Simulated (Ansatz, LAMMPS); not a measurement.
# Compressing and expanding amorphous 84SiO2-16PbO (mol %) (122 atoms), part 2 of 3

How stiff is amorphous 84SiO2-16PbO (mol %) (122 atoms)?

Ansatz 0.2.0; Kohn-Sham DFT, PBE, PAW (set soft_2), plane waves.

The cell: 36 Si, 7 Pb and 79 O. The quench rate of 100 K/ps is many orders above laboratory rates. The starting topology of bonds comes from the classical model. The Brillouin zone is sampled at Γ only. The levels lack spin–orbit coupling.

So far. Step 2 (Single point at the start): The r.m.s. force at the start is 0.92 eV/Å. Step 3 (Cell and atoms relaxed): The relaxation converged after 34 steps, with a largest force component of 0.048 eV/Å.

**4. Single point at the relaxed geometry**

One more single point at the end of the walk gives the fuller output and checks the residual forces.

The input, input.yaml:

```yaml
crystal:
  lattice:
    - [12.54544, 0.49088, -0.11094]
    - [0.49088, 11.81598, -0.32671]
    - [-0.11094, -0.32671, 12.89097]
  atoms:
    - { symbol: Si, position: [0.7834, 0.20203, 0.712] }
    - { symbol: Si, position: [0.0309, 0.0951, 0.34455] }
    - { symbol: Si, position: [0.79257, 0.50452, 0.20859] }
    - { symbol: Si, position: [0.99839, 0.31968, 0.99116] }
    - { symbol: Si, position: [0.61685, 0.2495, 0.87812] }
    - { symbol: Si, position: [0.32939, 0.53252, 0.02272] }
    [... 110 atom lines left out ...]
    - { symbol: O, position: [0.62874, 0.80269, 0.37932] }
    - { symbol: O, position: [0.99401, 0.59344, 0.00607] }
    - { symbol: O, position: [0.86565, 0.1617, 0.80248] }
    - { symbol: O, position: [0.88002, 0.36851, 0.95141] }
    - { symbol: O, position: [0.75525, 0.94048, 0.48727] }
    - { symbol: O, position: [0.66614, 0.23715, 0.76131] }
kpoints:
  mp_grid: { grid: [1, 1, 1] }
hamiltonian:
  xc: pbe
scf:
  occupations: { method: gaussian, width: 0.05 }
output:
  forces: true
  stress: true
  populations: intrinsic
  dos:
    method: { smearing: { sigma: 0.08 } }
    de: 0.1
    projected: { site_lists: { O: [O], Pb: [Pb], Si: [Si] } }
  eigenvalues: true
  write_density: true
  write_potential: true
  volumetric_format: npy
  elf: true
```

The run is started by

```console
> ansatz run input.yaml --threads 4 --pin off --max-ram 8192MiB --backend cpu --events-out ev --progress --plain --runs-dir out
```

The log of the run:

```text
[...]
Crystal: 122 atoms, lattice volume = 1906.359 Å³
Basis set: ecut = 420 eV, 37233 PW (Γ), exchange–correlation on 180×160×180 points (8 copies of the dense FFT grid, shifted against one another)
Bands: 480, of which v1, the nominal top of the filled ones, is band 358 counted from 1 (357 counted from 0)
Symmetry: 1 space group operations
[...]
k-points: 1
[...]
SCF iter   1: F=—  HF=-151175.972842 eV  |F-HF|=—  |Δ(HF+E_count)|=         —  Δρ=2.07e-3  dr2=1.38e-1  ethr=1.77e-3  ⟨swp⟩=7.0  Hψ=2460  notcnv=0  defer=27
[...]
SCF iter  10: F=-151175.961675 eV  HF=-151175.961675 eV  |F-HF|=2.30e-9  |Δ(HF+E_count)|=   1.09e-8  Δρ=1.09e-6  dr2=2.11e-8  ethr=1.40e-11  ⟨swp⟩=19.0  Hψ=4075  notcnv=0
SCF 1 converged in 10 iterations: F = -151175.961675 eV  dr2 = 2.11e-8
[...]
WARN: The input density's exchange-correlation potential varies sharply where the density is thin. Do not read a vacuum level from v_tot or v_xc, or from such a field of the output density. On a cell that repeats whose density bears no net charge and no dipole along the vacuum's axis use v_es (v_loc + v_h of the components); [...]
SCF converged after 10 iterations
Free energy (F): -151175.961675 eV
[...]
Internal energy: -151175.961675 eV  (E = F + TS)
E sigma→0 (E₀):  -151175.961675 eV
Fermi energy:    4.405450 eV
[...]
--- Forces (eV/Å), atoms counted from 1 ---
  atom   1  Si     0.01795145     0.00771420    -0.00431448
  atom   2  Si     0.01580990    -0.04873579    -0.00680181
  atom   3  Si     0.00558774    -0.01212295    -0.00733554
  atom   4  Si    -0.01107644    -0.02651412    -0.00431867
  atom   5  Si     0.02972705     0.00076426     0.00518324
  atom   6  Si     0.01377861     0.00580256     0.01472275
  atom   7  Si    -0.00480934    -0.02465044    -0.01612995
  atom   8  Si     0.00074277    -0.00944405    -0.03048949
  atom   9  Si    -0.01037060    -0.01207669     0.00537384
  atom  10  Si    -0.02985217     0.00560620    -0.00877368
  atom  11  Si     0.04259648     0.01095927     0.01435746
  atom  12  Si    -0.04054020    -0.00690996    -0.00492516
  atom  13  Si     0.00181213     0.00633796    -0.00502063
  atom  14  Si     0.00614199    -0.00485741     0.01038501
[...]
atom 121  O      0.01150697     0.01442311     0.00973191
  atom 122  O     -0.02492642    -0.00544601    -0.00494559
  max |Σ_I F_I| component: 4.75e-5 eV/Å
--- Stress (GPa, compression-positive) ---
        0.022155       0.008431      -0.004632
        0.008430      -0.017573      -0.012142
       -0.004632      -0.012142       0.036985
  P = ⅓ Tr σ = 0.0139 GPa (0.139 kbar)
--- Band table (eV) ---
[...]
--- intrinsic populations: 122 sites ---
  site symbol       q [e]
     0     Si      2.2446
     1     Si      2.2827
     2     Si      2.2409
[...]
121      O      6.8886
  spilling = -0.000000 (of n_electrons = 716.000000)
```

Wall time 53 s (4 threads of Arm Neoverse V1, shared host); peak memory 2.8 GiB; 3.4 min of CPU time.

The program notes that the exchange-correlation potential is rough where the density is thin.

The run gave:

* free energy: -151175.9617 eV
* free energy per atom: -1239.1472 eV/atom
* SCF cycles: 10
* pressure: 0.01386 GPa
* r.m.s. force component: 0.01499 eV/Å
* longest force: 0.05203 eV/Å
* Fermi energy: 4.405 eV
* gap (highest filled to lowest empty level): 2.714 eV

Intrinsic-atomic-orbital charges by element and coordination:

```tsv
element	coordination	atoms	mean charge (e)	spread	least	most
O	all	79	-0.887	0.0106	-0.919	-0.866
Pb	all	7	1.08	0.0457	1.01	1.13
Si	all	36	1.74	0.0288	1.68	1.78
```

Density of states as counts of states in windows of 1 eV (from the Fermi level), total and the larger projections:

```tsv
from (eV)	to (eV)	total	O p	Si p	Pb p	Pb d
-18	-17	31.5	0.1	0.1	0.0	30.8
-17	-16	34.3	0.3	0.3	0.1	31.9
-16	-15	4.2	0.1	0.1	0.0	3.7
-15	-12	0.0	0.0	0.0	0.0	0.0
-12	-11	8.7	5.7	0.3	0.0	0.0
-11	-10	20.9	13.9	1.2	0.0	0.0
-10	-9	20.4	13.7	1.9	0.0	0.0
-9	-8	38.9	24.7	5.1	0.1	0.0
-8	-7	51.2	38.6	9.5	0.1	0.0
-7	-6	20.6	15.7	2.8	0.3	0.0
-6	-5	62.8	51.4	5.3	1.3	0.1
-5	-4	97.0	87.3	3.8	1.4	0.1
-4	-3	97.2	89.8	2.2	1.4	0.1
-3	-2	59.9	55.6	0.8	1.2	0.1
-2	-1	10.4	8.7	0.2	0.3	0.0
-1	1	0.0	0.0	0.0	0.0	0.0
1	2	3.6	0.4	0.0	2.8	0.0
2	3	12.8	1.2	0.4	9.7	0.0
3	4	15.9	1.6	0.8	9.5	0.0
4	5	17.0	1.7	2.4	6.6	0.0
```

The curve was stored every 0.10 eV, coarse against its broadening of 0.08 eV, so these counts are rough.

Between -22 and -18 eV lie 158 more states.

The levels nearest the highest filled one (over half full), pooled over k-points and spins:

```tsv
level less the highest filled one (eV)	occupation
-0.737	2
-0.609	2
-0.547	2
-0.409	2
-0.361	2
0	2
2.71	0
3.29	0
3.37	0
3.61	0
3.81	0
3.93	0
```

Electrostatic potential energy in the ab plane at fractional z = 0.002, with atoms of Si and Pb and O within 0.2 Å of it. With pseudopotentials it is smooth inside the atoms' cores, unlike the true potential.

Ten even steps from '0' (-42 eV) to '9' (10 eV), each cell a mean:
```
99999997447766635899999888999999999
99999996114400268999999989999999999
89999999767200048999998877899999888
58999999998621268999998534689997423
14899999999887888998667633534884122
13899999999999988886115777755884123
36899999999999986677558999999997421
88999999999999876668999999999999877
47999987898886214788999999999999974
03778720266554002899999999999999950
35645731241003558999999999999999984
88655787761003799999999987778999999
99888899986446899999999874115799999
88878999998534899999999973003789998
46767999999745899999999886446876864
01689999999988999999999788888877730
00589999999988899999999999999998730
34789999999877899999999999999999864
88999999998202799999999999999999988
99999999998201699999999888899999999
99999999999867889999998643576568999
99999999999998889999998500152005899
99999999999999888999998621365227999
99999999999998634899999876789899999
```
Columns run along a (12.6 Å; values clipped at the 3rd and 97th percentile), rows up along b (11.8 Å). Atoms in or near the plane, at fractional coordinates: Si at (0.00, 0.32), Si at (0.37, 0.89), Pb at (0.97, 0.78), O at (0.21, 0.58), O at (0.35, 0.20), O at (0.43, 0.61), O at (0.84, 0.09), O at (0.99, 0.59).

ELF in the ab plane at fractional z = 0.002, with atoms of Si and Pb and O within 0.2 Å of it. It is the smooth field of the valence electrons, not physical close to the nuclei.

Values, 13 rows by 16 columns, each cell a mean:
```
0.05 0.01 0.33 0.81 0.76 0.42 0.60 0.73 0.36 0.11 0.65 0.66 0.16 0.08 0.07 0.07
0.46 0.18 0.17 0.67 0.68 0.31 0.17 0.15 0.07 0.19 0.27 0.33 0.37 0.25 0.26 0.47
0.40 0.48 0.04 0.09 0.11 0.22 0.32 0.13 0.44 0.79 0.57 0.43 0.80 0.61 0.28 0.11
0.32 0.22 0.05 0.12 0.02 0.06 0.20 0.25 0.48 0.78 0.63 0.22 0.61 0.47 0.22 0.22
0.59 0.23 0.44 0.75 0.36 0.34 0.70 0.72 0.31 0.25 0.16 0.02 0.06 0.05 0.23 0.61
0.69 0.44 0.66 0.67 0.68 0.31 0.72 0.75 0.36 0.01 0.01 0.06 0.09 0.03 0.34 0.76
0.30 0.34 0.31 0.44 0.35 0.44 0.37 0.21 0.07 0.01 0.05 0.26 0.41 0.16 0.09 0.24
0.46 0.77 0.57 0.05 0.41 0.81 0.75 0.21 0.01 0.18 0.49 0.35 0.18 0.52 0.63 0.26
0.26 0.59 0.50 0.06 0.15 0.42 0.41 0.09 0.01 0.27 0.76 0.67 0.19 0.58 0.72 0.30
0.35 0.15 0.04 0.03 0.41 0.64 0.51 0.09 0.01 0.06 0.20 0.18 0.03 0.10 0.17 0.24
0.72 0.44 0.03 0.05 0.61 0.66 0.71 0.21 0.03 0.35 0.45 0.21 0.22 0.44 0.18 0.36
0.35 0.20 0.03 0.03 0.14 0.40 0.35 0.21 0.05 0.37 0.64 0.29 0.64 0.66 0.67 0.16
0.03 0.01 0.09 0.39 0.35 0.14 0.62 0.78 0.37 0.05 0.31 0.38 0.40 0.71 0.61 0.09
```
Columns run along a (12.6 Å), rows up along b (11.8 Å). Atoms in or near the plane, at fractional coordinates: Si at (0.00, 0.32), Si at (0.37, 0.89), Pb at (0.97, 0.78), O at (0.21, 0.58), O at (0.35, 0.20), O at (0.43, 0.61), O at (0.84, 0.09), O at (0.99, 0.59).

Filled and empty levels are parted by 2.71 eV (at Γ alone); a semilocal functional narrows such gaps, while the missing spin–orbit coupling widens them for these heavy elements, so the errors pull opposite ways. In a disordered cell it changes from sample to sample, and tail or defect levels can set it. Mean intrinsic-atomic-orbital charges: O -0.89, Pb +1.08, Si +1.74 e. The largest share in the top eV of filled states is O p (89 % of the projected weight), and in the lowest eV of empty states Pb p (81 % of the projected weight).

**5. Volume -3 %**

The relaxed cell is scaled evenly and the atoms are relaxed again; the stress at the end gives one point of P(V).

input.yaml, the sections that differ from step 4:

```yaml
crystal:
  lattice:
    - [12.41871, 0.48592, -0.10982]
    - [0.48592, 11.69662, -0.32341]
    - [-0.10982, -0.32341, 12.76075]
  atoms:
    [... the 122 atom lines of step 4 ...]
output:
  forces: true
  eigenvalues: true
  stress: true
relax:
  f_tol: 0.05
  max_steps: 70
# kpoints, hamiltonian, scf: as in step 4
```

The log of the run:

```text
Warning: output.stress: scf.convergence.dr2_threshold = 1e-7 eV (the SCF's general default) is looser than the 1.08e-8 eV advised for a printed stress (1e-10 eV for each atom of the cell: 122, of which 108 are counted). What an SCF threshold leaves in a stress goes as its square root, and in the free energy as the threshold itself, and one threshold admits the most on a small cell: [...]
[...]
Crystal: 122 atoms, lattice volume = 1849.169 Å³
Basis set: ecut = 420 eV, 36167 PW (Γ), exchange–correlation on 180×160×180 points (8 copies of the dense FFT grid, shifted against one another)
Bands: 480, of which v1, the nominal top of the filled ones, is band 358 counted from 1 (357 counted from 0)
Symmetry: 1 space group operations
[...]
k-points: 1
[...]
SCF iter   1: F=—  HF=-151175.174970 eV  |F-HF|=—  |Δ(HF+E_count)|=         —  Δρ=2.09e-3  dr2=1.34e-1  ethr=1.77e-3  ⟨swp⟩=6.0  Hψ=2278  notcnv=0  defer=73
[...]
SCF iter   5: F=—  HF=-151175.165370 eV  |F-HF|=—  |Δ(HF+E_count)|=   8.77e-5  Δρ=1.08e-4  dr2=2.07e-4  ethr=1.30e-7  ⟨swp⟩=2.0  Hψ=773  notcnv=0  defer=113
SCF iter   6: F=-151175.165364 eV  HF=-151175.165364 eV  |F-HF|=1.73e-7  |Δ(HF+E_count)|=   5.77e-6  Δρ=3.30e-5  dr2=2.00e-5  ethr=8.73e-9  ⟨swp⟩=14.0  Hψ=3060  notcnv=0
SCF 1 converged in 6 iterations: F = -151175.165364 eV  dr2 = 2.00e-5
[...]
relax step   1: F+E_penalty+E_count = -151175.16536413 eV  Δ(F+E_penalty+E_count) = +0.000e0 eV  max|allowed force component| = 5.657e-1 eV/Å  Δτ_max = 0.0000 Å  (6 SCF iters, dr2 threshold 6.25e-5 eV, accepted)
[...]
relax step   2: F+E_penalty+E_count = -151175.51276799 eV  Δ(F+E_penalty+E_count) = -3.474e-1 eV  max|allowed force component| = 3.523e-1 eV/Å  Δτ_max = 0.0865 Å  (6 SCF iters, dr2 threshold 2.00e-5 eV, accepted)
[...]
relax step   3: F+E_penalty+E_count = -151175.71387836 eV  Δ(F+E_penalty+E_count) = -2.011e-1 eV  max|allowed force component| = 2.529e-1 eV/Å  Δτ_max = 0.0808 Å  (7 SCF iters, dr2 threshold 7.76e-6 eV, accepted)
relax step   4: F+E_penalty+E_count = -151175.74121442 eV  Δ(F+E_penalty+E_count) = -2.734e-2 eV  max|allowed force component| = 3.985e-1 eV/Å  Δτ_max = 0.2000 Å  (7 SCF iters, dr2 threshold 2.48e-5 eV, accepted)
relax step   5: F+E_penalty+E_count = -151175.75112171 eV  Δ(F+E_penalty+E_count) = -9.907e-3 eV  max|allowed force component| = 1.659e-1 eV/Å  Δτ_max = 0.2000 Å  (7 SCF iters, dr2 threshold 8.18e-5 eV, accepted)
relax step   6: F+E_penalty+E_count = -151175.76613829 eV  Δ(F+E_penalty+E_count) = -1.502e-2 eV  max|allowed force component| = 2.388e-1 eV/Å  Δτ_max = 0.2000 Å  (8 SCF iters, dr2 threshold 4.77e-6 eV, accepted)
relax step   7: F+E_penalty+E_count = -151175.78294840 eV  Δ(F+E_penalty+E_count) = -1.681e-2 eV  max|allowed force component| = 1.873e-1 eV/Å  Δτ_max = 0.2000 Å  (7 SCF iters, dr2 threshold 9.89e-6 eV, accepted)
relax step   8: F+E_penalty+E_count = -151175.81197027 eV  Δ(F+E_penalty+E_count) = -2.902e-2 eV  max|allowed force component| = 2.197e-1 eV/Å  Δτ_max = 0.1391 Å  (7 SCF iters, dr2 threshold 2.16e-5 eV, accepted)
relax step   9: F+E_penalty+E_count = -151175.82350848 eV  Δ(F+E_penalty+E_count) = -1.154e-2 eV  max|allowed force component| = 9.997e-2 eV/Å  Δτ_max = 0.2000 Å  (7 SCF iters, dr2 threshold 2.97e-5 eV, accepted)
relax step  10: F+E_penalty+E_count = -151175.82357766 eV  Δ(F+E_penalty+E_count) = -6.918e-5 eV  max|allowed force component| = 9.973e-2 eV/Å  Δτ_max = 0.0002 Å  (5 SCF iters, accepted)
relax step  11: F+E_penalty+E_count = -151175.83251603 eV  Δ(F+E_penalty+E_count) = -8.938e-3 eV  max|allowed force component| = 8.979e-2 eV/Å  Δτ_max = 0.1080 Å  (9 SCF iters, accepted)
relax step  12: F+E_penalty+E_count = -151175.83700691 eV  Δ(F+E_penalty+E_count) = -4.491e-3 eV  max|allowed force component| = 2.787e-2 eV/Å  Δτ_max = 0.0337 Å  (6 SCF iters, dr2 threshold 6.53e-6 eV, accepted)
[...]
relax step  13: F+E_penalty+E_count = -151175.83700801 eV  Δ(F+E_penalty+E_count) = -1.104e-6 eV  max|allowed force component| = 2.794e-2 eV/Å  Δτ_max = 0.0000 Å  (5 SCF iters, accepted)
SCF converged after 5 iterations
Free energy (F): -151175.837008 eV
[...]
Internal energy: -151175.837008 eV  (E = F + TS)
E sigma→0 (E₀):  -151175.837008 eV
Fermi energy:    4.803248 eV
[...]
Σ components = -151175.837008   (vs F -151175.837008, Δ=0.00e0)
--- Forces (eV/Å), atoms counted from 1 ---
  atom   1  Si    -0.00458430    -0.00388352    -0.00327556
  atom   2  Si     0.00094904     0.02023830     0.01773475
  atom   3  Si    -0.00380488     0.00837260    -0.00047881
  atom   4  Si    -0.00077821     0.00583418    -0.00159353
[...]
atom 122  O      0.00086589    -0.00134387    -0.00293086
  max |Σ_I F_I| component: 8.12e-5 eV/Å
--- Stress (GPa, compression-positive) ---
        0.512323       0.053724       0.046585
        0.053724       0.883204       0.114234
        0.046585       0.114235       0.839538
  P = ⅓ Tr σ = 0.7450 GPa (7.450 kbar)
--- Band table (eV) ---
[...]
--- Relaxed structure (13 steps of the walk, 13 accepted, 0 SCFs on fresh bases) ---
  F+E_penalty+E_count = -151175.83700801 eV   max|allowed force component| = 2.794e-2 eV/Å
  atoms:
    - { symbol: Si, position: [0.782522, 0.204924, 0.712675] }
    - { symbol: Si, position: [0.035263, 0.086314, 0.344884] }
    - { symbol: Si, position: [0.792197, 0.501571, 0.211805] }
    - { symbol: Si, position: [1.000376, 0.315031, 0.995933] }
[...]
- { symbol: O, position: [0.661217, 0.235608, 0.758186] }
```

Elapsed: 7.1 min, on 4 threads; peak memory 2.7 GiB; 28 min of CPU time.

The program notes that the SCF threshold is loose for the stress.

The relaxation converged after 13 steps, 0.672 eV below its start, with a largest force component of 0.028 eV/Å.

Volume -3 %: the energy stands 0.125 eV above that of the reference, at a pressure of 0.745 GPa.

**6. Volume +3 %**

The relaxed cell is scaled to another volume.

Input and log are left out; they have the form of those shown for this kind of step.

Elapsed: 5.8 min, on 4 threads of Arm Neoverse V1, shared host; peak memory 2.9 GiB.

The relaxation converged after 9 steps, 0.588 eV below its start, with a largest force component of 0.044 eV/Å.

Volume +3 %: the energy stands 0.125 eV above that of the reference, at a pressure of -0.829 GPa.

**7. Volume -6 %**

The relaxed cell is scaled to another volume.

Input and log are left out; they have the form of those shown for this kind of step.

It took 14 min on 4 threads of Arm Neoverse V1, shared host; peak memory 2.7 GiB.

The relaxation converged after 24 steps, 2.95 eV below its start, with a largest force component of 0.025 eV/Å.

Volume -6 %: the energy stands 0.429 eV above that of the reference, at a pressure of 1.52 GPa.

(Continued in part 3 of 3.)

[Long decimals in the printed logs are rounded to 6 places.]

[Logs are printed without paths, hosts, clocks, repeated set-up lines and the standing remarks that a program may print on its own settings, such as how far it seeks lower states.]

[Hosts, paths, dates, database ids (printed as entryN), source tags and the programs' standing remarks are cut or masked in the printed files.]
